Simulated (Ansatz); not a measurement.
**AlN (P6_3mc): band gap by G0W0 on PBE**

Aim: the quasiparticle gap of AlN (P6_3mc), starting from PBE.

Program: Ansatz 0.2.0. Level of theory: PBE, then G0W0 on it, plane waves, PAW. Results are calculated unless marked as measured.

The database entry behind the starting cell differs from later determinations by our own check (inner coordinate u about 0.002 short), so it need not match the best structure at ambient conditions.

**1. Set-up**

The structure is hexagonal, space group P6_3mc (No. 186). The conventional cell has a = 3.113 Å, b = 3.113 Å, c = 4.981 Å, α = 90.00°, β = 90.00°, γ = 120.00°. Nearest to Al lie 4 N at 1.89 Å. Nearest to N lie 4 Al at 1.89 Å. Farther neighbours and most contacts between anions are not listed.

Coordinates:

```cif
data_structure
_symmetry_space_group_name_H-M 'P6_3mc'
_symmetry_Int_Tables_number 186
_cell_length_a 3.1130
_cell_length_b 3.1130
_cell_length_c 4.9810
_cell_angle_alpha 90.000
_cell_angle_beta 90.000
_cell_angle_gamma 120.000
_cell_volume 41.80
loop_
_atom_site_label
_atom_site_type_symbol
_atom_site_symmetry_multiplicity
_atom_site_Wyckoff_symbol
_atom_site_fract_x
_atom_site_fract_y
_atom_site_fract_z
_atom_site_occupancy
Al1 Al 2 b 0.33333 0.66667 0.00000 1
N1 N 2 b 0.33333 0.66667 0.38000 1
```

The cell and positions come from the Crystallography Open Database and are kept as given unless a step says otherwise.

**2. The PBE band structure**

Levels along a band path and on the mesh show where this functional puts the band edges.

This step: DFT, PBE, plane waves, PAW; PAW set soft_1.

File input.yaml:

```yaml
crystal:
  lattice:
    - [3.113, 0.0, 0.0]
    - [-1.5565, 2.695937082, 0.0]
    - [0.0, 0.0, 4.981]
  atoms:
    - { symbol: Al, position: [0.3333333333, 0.6666666667, 0.0] }
    - { symbol: Al, position: [0.6666666667, 0.3333333333, 0.5] }
    - { symbol: "N", position: [0.3333333333, 0.6666666667, 0.38] }
    - { symbol: "N", position: [0.6666666667, 0.3333333333, 0.88] }
kpoints:
  mp_grid: { grid: [12, 12, 6] }
  band_path:
    path:
      - [[0.0, 0.0, 0.0], [0.5, 0.0, 0.0], [0.33333333, 0.33333333, 0.0], [0.0, 0.0, 0.0], [0.0, 0.0, 0.5], [0.5, 0.0, 0.5], [0.33333333, 0.33333333, 0.5], [0.0, 0.0, 0.5]]
      - [[0.5, 0.0, 0.5], [0.5, 0.0, 0.0]]
      - [[0.33333333, 0.33333333, 0.5], [0.33333333, 0.33333333, 0.0]]
    npoints: 10
hamiltonian:
  xc: pbe
  pseudopotentials: { kind: paw, azcp: { folder: soft_1 } }
scf:
  occupations: { method: fermi_dirac, width: 0.02 }
  n_extra_bands: 5
output:
  eigenvalues: true
  write_density: true
  write_potential: true
  elf: true
  volumetric_format: npy
```

Started as:

```sh
ansatz run input.yaml --threads 3 --pin off --max-ram 92160MiB --backend cuda --events-out ev --progress --plain --runs-dir out --devices 1 --max-vram 13GiB
```

Numbers of over 12 decimals in the logs are rounded to 6 here.

The program printed:

```text
scf.n_extra_bands = 5 over 8 filled bands (N_el = 16.0): the run solves 13 bands
GPUs: using 1 of 1 available (devices: 1).
Engine: ansatz 0.2.0, x86_64-unknown-linux-gnu
Pseudopotentials: kind: paw
Pseudopotential: Al, paw, valence charge 3, recommended cutoff 420 eV (normal), soft_1/Al.paw.azcp
Pseudopotential: N, paw, valence charge 5, recommended cutoff 420 eV (normal), soft_1/N.paw.azcp
Functional definition: PBE
  parameter kappa = 0.804
  parameter beta = 0.066725
  exchange = pbe_x(kappa = kappa, mu = beta*pi^2/3)
  correlation = pbe_c(beta = beta)
device memory: the entry about to start is reckoned to put 1.8 GiB on a device that reports 52.7 GiB free (of which the cap on the GPU budget leaves the run 13.0 GiB)
GPU FFT provider: cuFFT
GPU libraries: cuBLAS 13.8.2, cuFFT 12.4.0, cuSOLVER 12.3.4
Crystal: 4 atoms, lattice volume = 41.803 Å³
Basis set: ecut = 420 eV, 809 PW (Γ)
Bands: 13, of which v1, the nominal top of the filled ones, is band 8 counted from 1 (7 counted from 0)
Symmetry: 12 space group operations
Space group: P63mc (ITA 186), of the structure as read, at distance tolerance 3.5e-5 Å
k-points: 76 of 864 (time reversal used)
Non-local potential: Al, projectors of the file, l = 0: 2, l = 1: 2, l = 2: 1
Non-local potential: N, projectors of the file, l = 0: 2, l = 1: 2, l = 2: 1
PAW form: soft (Blöchl's): semilocal exchange-correlation on the pseudo side does not see the compensation charge
PAW one-centre angular grid: Al, 110 points (default); XC on 64 Gauss nodes
PAW one-centre angular grid: N, 110 points (default); XC on 64 Gauss nodes
Initial density: superposition of atomic densities (chi_scale 0.1, normalization cell, long waves kept (reshape's long-wave potential 0.00 eV rms))
Initial wavefunctions: pseudopotential atomic-orbital guess
GPU buffer pool allocated for 20736 grid points (all kernels)
GPU transforms: local potential and band sums: pruned to the plane-wave sphere, on 24×24×36
Functional: x = pbe(κ = 0.804, μ = 0.219515), c = pbe(β = 0.066725)
SCF iter   1: F=—  HF=-1851.407465 eV  |F-HF|=—  |Δ(HF+E_count)|=         —  Δρ=1.39e-1  dr2=9.84e0  ethr=3.10e-3  ⟨swp⟩=5.4  Hψ=6031  notcnv=0
preconditioner: auto → none  [insulator: Δε(μ)=5.473 eV  Ē_g=14.938 eV  σ=0.020 eV  W_gap=1.00  n_scr=2 (ndim 8)  ℏωp=23.0 eV  f_vac=0.000  D(μ)=0.00/eV (n_scr^D=0)  ε∞_Penn≈3.4]
SCF iter   2: F=—  HF=-1848.635970 eV  |F-HF|=—  |Δ(HF+E_count)|=    2.77e0  Δρ=3.71e-2  dr2=5.29e-1  ethr=3.10e-3  ⟨swp⟩=2.9  Hψ=2684  notcnv=0  defer=76
SCF iter   3: F=—  HF=-1848.513807 eV  |F-HF|=—  |Δ(HF+E_count)|=   1.22e-1  Δρ=1.25e-2  dr2=3.90e-2  ethr=3.10e-3  ⟨swp⟩=1.7  Hψ=1619  notcnv=0  defer=76
SCF iter   4: F=—  HF=-1848.509472 eV  |F-HF|=—  |Δ(HF+E_count)|=   4.34e-3  Δρ=4.77e-4  dr2=3.95e-5  ethr=2.44e-4  ⟨swp⟩=2.2  Hψ=1301  notcnv=0  defer=76
SCF iter   5: F=—  HF=-1848.509524 eV  |F-HF|=—  |Δ(HF+E_count)|=   5.21e-5  Δρ=6.59e-5  dr2=5.04e-7  ethr=2.47e-7  ⟨swp⟩=2.2  Hψ=1555  notcnv=0  defer=76
SCF iter   6: F=-1848.509524 eV  HF=-1848.509524 eV  |F-HF|=5.26e-9  |Δ(HF+E_count)|=   5.05e-7  Δρ=5.25e-6  dr2=7.48e-9  ethr=6.25e-10  ⟨swp⟩=7.0  Hψ=4945  notcnv=0
SCF 1 converged in 6 iterations: F = -1848.509524 eV  dr2 = 7.48e-9
  greatest PAW one-centre occupation: 0.789 electrons in one spin orbital (limit 2), on the N atom at site 3 (counted from 0), in its partial waves of l = 0
device memory: the entry about to start is reckoned to put 1.2 GiB on a device that reports 52.6 GiB free (of which the cap on the GPU budget leaves the run 13.0 GiB)
NSCF: frozen V_eff on 93 k-points, pencils in batches of 32, up to order 60
SCF converged after 6 iterations
Free energy (F): -1848.509524 eV
Harris-Foulkes:  -1848.509524 eV  (|F-HF|=5.26e-9)
Internal energy: -1848.509524 eV  (E = F + TS)
E sigma→0 (E₀):  -1848.509524 eV
Fermi energy:    9.225243 eV
--- Per-component energies (eV) ---
  E_band       = 30.277814
  E_kinetic    = 313.402400
  E_local      = -420.938915  (includes V_loc(G=0)·N_el)
  E_nonlocal   = 89.112797
  E_hartree    = 155.474996
  E_xc         = -198.150829
  E_vxc        = -214.039725  (∫ρ·V_xc dr)
  E_paw        = -1195.748484  (= ΣΔE_a)
  E_vpaw       = -48.208802  (= ΣTr[D̂ρ^β])
  E_aug_tail   = 0.001782  (compensation charges beyond the density's cutoff)
  E_ewald      = -591.663270
  E_smearing   = -0.000000  (= −TS)
  E_closure    = -0.000000  (closes the sum)
  Σ components = -1848.509524   (vs F -1848.509524, Δ=0.00e0)
--- Band table (eV; the first three rows and the last of 76) ---
  k-point 0: bands = [... 4 lower, 6.2838, 6.9322, 6.9322, 7.1117, 11.3254, 13.7809, 17.7266, 18.2820, ... 1 higher]
  k-point 1: bands = [... 4 lower, 6.3250, 6.5133, 6.8862, 6.8862, 11.8171, 13.8474, 17.5535, 18.2490, ... 1 higher]
  k-point 2: bands = [... 4 lower, 6.4388, 6.4388, 6.7628, 6.7628, 12.7683, 13.9055, 17.2818, 18.2961, ... 1 higher]
  k-point 75: bands = [... 4 lower, 3.2955, 3.2955, 6.3350, 6.3350, 14.5440, 14.5440, 14.9797, 14.9797, ... 1 higher]
```

Run time: 7.8 s. Hardware: 1 × NVIDIA H100 80GB HBM3 (shared by 6 runs) with 3 threads of AMD EPYC 7R13 (Zen 3), shared host; peak memory 0.89 GiB.

Numbers from this step:

```yaml
filled_bands: 8
gap: 4.214 eV
valence_top_at: Γ
conduction_bottom_at: Γ
least_direct_gap: 4.214 eV
```

Over mesh and path the gap is 4.214 eV, direct, at k = Γ.

The electronic bands at the labelled points (eV, zero at the top of the highest nominally filled band; v1 is the highest filled band, c1 the lowest empty one):

```
    point     v4     v3     v2     v1    c1    c2     c3     c4
        Γ  -0.83  -0.18  -0.18   0.00  4.21  6.67  10.61  11.17
  halfway  -2.43  -1.53  -0.43  -0.38  6.21  7.62   8.09  10.05
        M  -3.32  -2.05  -1.76  -0.65  5.82  5.83   8.21  10.30
  halfway  -3.07  -2.96  -1.85  -1.49  5.53  7.15   8.88  10.08
        K  -3.75  -2.41  -2.36  -2.36  5.07  8.37   9.69   9.69
  halfway  -3.34  -1.66  -0.86  -0.59  6.85  7.47   8.56   9.14
        Γ  -0.83  -0.18  -0.18   0.00  4.21  6.67  10.61  11.17
  halfway  -0.74  -0.74  -0.28  -0.28  5.17  6.79  10.29  11.14
        A  -0.51  -0.51  -0.51  -0.51  6.47  6.47  10.35  10.35
  halfway  -1.57  -1.57  -1.01  -1.01  6.55  6.55   9.52   9.52
        L  -1.43  -1.43  -1.35  -1.35  5.33  5.33   9.29   9.29
  halfway  -2.71  -2.71  -0.91  -0.91  6.18  6.18   9.23   9.23
        H  -3.82  -3.82  -0.78  -0.78  7.43  7.43   7.87   7.87
  halfway  -1.80  -1.80  -1.19  -1.19  6.74  6.74   9.49   9.49
        A  -0.51  -0.51  -0.51  -0.51  6.47  6.47  10.35  10.35
jump to L  -1.43  -1.43  -1.35  -1.35  5.33  5.33   9.29   9.29
  halfway  -2.54  -1.88  -1.18  -0.90  5.09  5.92   9.36   9.47
        M  -3.32  -2.05  -1.76  -0.65  5.82  5.83   8.21  10.30
jump to H  -3.82  -3.82  -0.78  -0.78  7.43  7.43   7.87   7.87
  halfway  -4.41  -2.90  -1.46  -1.46  5.91  8.22   8.69   8.69
        K  -3.75  -2.41  -2.36  -2.36  5.07  8.37   9.69   9.69
```

Valence density in the ac plane at fractional y = 0.333, with atoms of Al and N within 0.2 Å of it. It is the smooth field of the valence electrons, not physical close to the nuclei.

Ten even steps from '0' (0.1 e/Å³) to '9' (3.5 e/Å³):
```
0000001236786421
1000001258999631
1000001369999732
0000001258999631
0000001236887421
0000000123443210
0000000012222110
0000000001111100
0000000000000000
0000000000000000
0000000000000000
0000000000000000
0000000000000000
1111110000000000
1111110000000000
0111110000000000
0011100000000000
0000000000000000
0000000000000000
0000000000000000
0000000000000000
0000000000000000
0000000000000000
0000000011111110
0000000123443211
```
Columns run along a (3.1 Å), rows up along c (5.0 Å). Atoms in or near the plane, at fractional coordinates: Al at (0.67, 0.50), N at (0.67, 0.88).

ELF in the ac plane at fractional y = 0.333, with atoms of Al and N within 0.2 Å of it. It is the smooth field of the valence electrons, not physical close to the nuclei.

Values, 22 rows by 16 columns, each cell a mean:
```
0.73 0.47 0.20 0.16 0.35 0.66 0.80 0.85 0.83 0.74 0.59 0.55 0.69 0.81 0.85 0.82
0.73 0.48 0.22 0.17 0.37 0.67 0.81 0.84 0.80 0.56 0.24 0.18 0.45 0.75 0.84 0.82
0.69 0.44 0.20 0.16 0.34 0.62 0.78 0.82 0.77 0.49 0.16 0.11 0.37 0.71 0.82 0.80
0.61 0.36 0.17 0.14 0.27 0.53 0.72 0.79 0.79 0.66 0.47 0.43 0.60 0.76 0.80 0.75
0.49 0.26 0.12 0.10 0.19 0.41 0.63 0.75 0.81 0.81 0.78 0.78 0.80 0.82 0.78 0.67
0.34 0.16 0.08 0.07 0.13 0.28 0.49 0.68 0.79 0.85 0.87 0.87 0.86 0.82 0.72 0.56
0.20 0.11 0.07 0.07 0.09 0.17 0.32 0.53 0.71 0.82 0.87 0.87 0.84 0.76 0.60 0.38
0.15 0.12 0.11 0.11 0.12 0.14 0.18 0.28 0.42 0.55 0.61 0.61 0.58 0.47 0.32 0.20
0.21 0.25 0.27 0.27 0.26 0.23 0.19 0.14 0.10 0.10 0.12 0.13 0.11 0.10 0.12 0.17
0.42 0.47 0.49 0.49 0.48 0.44 0.34 0.17 0.05 0.01 0.04 0.06 0.01 0.02 0.10 0.28
0.62 0.66 0.65 0.65 0.65 0.63 0.54 0.30 0.09 0.01 0.15 0.21 0.02 0.03 0.18 0.49
0.72 0.73 0.72 0.72 0.72 0.72 0.66 0.45 0.17 0.02 0.07 0.10 0.01 0.06 0.34 0.64
0.73 0.74 0.73 0.73 0.73 0.73 0.68 0.53 0.26 0.07 0.02 0.02 0.02 0.14 0.45 0.67
0.69 0.71 0.71 0.71 0.71 0.69 0.64 0.52 0.32 0.13 0.04 0.03 0.07 0.22 0.47 0.63
0.61 0.65 0.66 0.66 0.65 0.62 0.55 0.44 0.30 0.17 0.10 0.09 0.12 0.23 0.39 0.53
0.49 0.56 0.59 0.59 0.57 0.51 0.42 0.31 0.21 0.14 0.09 0.08 0.11 0.16 0.26 0.38
0.34 0.43 0.49 0.50 0.46 0.37 0.27 0.18 0.12 0.09 0.08 0.08 0.08 0.10 0.15 0.23
0.20 0.28 0.35 0.36 0.31 0.24 0.17 0.12 0.10 0.09 0.09 0.09 0.09 0.09 0.11 0.14
0.15 0.17 0.20 0.21 0.19 0.16 0.15 0.16 0.18 0.21 0.23 0.23 0.22 0.19 0.16 0.15
0.21 0.15 0.12 0.12 0.14 0.19 0.27 0.35 0.42 0.47 0.50 0.50 0.48 0.44 0.38 0.29
0.41 0.22 0.11 0.10 0.17 0.34 0.52 0.62 0.68 0.71 0.71 0.71 0.71 0.69 0.65 0.56
0.63 0.36 0.15 0.12 0.27 0.54 0.72 0.79 0.81 0.80 0.78 0.78 0.79 0.81 0.80 0.75
```
Columns run along a (3.1 Å), rows up along c (5.0 Å). Atoms in or near the plane, at fractional coordinates: Al at (0.67, 0.50), N at (0.67, 0.88).

(Continued in part 2 of 2.)

[Paths, hosts, dates, memory and timing lines, banners, echoed tables and standing remarks are left out of the program output.]

[Logs are printed without paths, hosts, clocks, repeated set-up lines and the standing remarks that a program may print on its own settings, such as how far it seeks lower states.]

[Runs of the session that timed out or met a known fault of the program may be left out.]

[Cells called generated may have been cut or substituted from an entry of the Crystallography Open Database or the Materials Project.]

[Hosts, paths, dates, database ids (printed as entryN), source tags and the programs' standing remarks are cut or masked in the printed files.]

[Where an RPA ε∞ is given, it is that of the G0W0 mesh and is not shown converged in it. Names of k-points follow the symmetry that the program found, which can be lower than the space group named. Band edges on a path are those of the sampled points; other points can move an edge, and change direct to indirect where valleys lie close.]

[Hybrid gaps are those of their k-mesh and are not shown converged in it.]
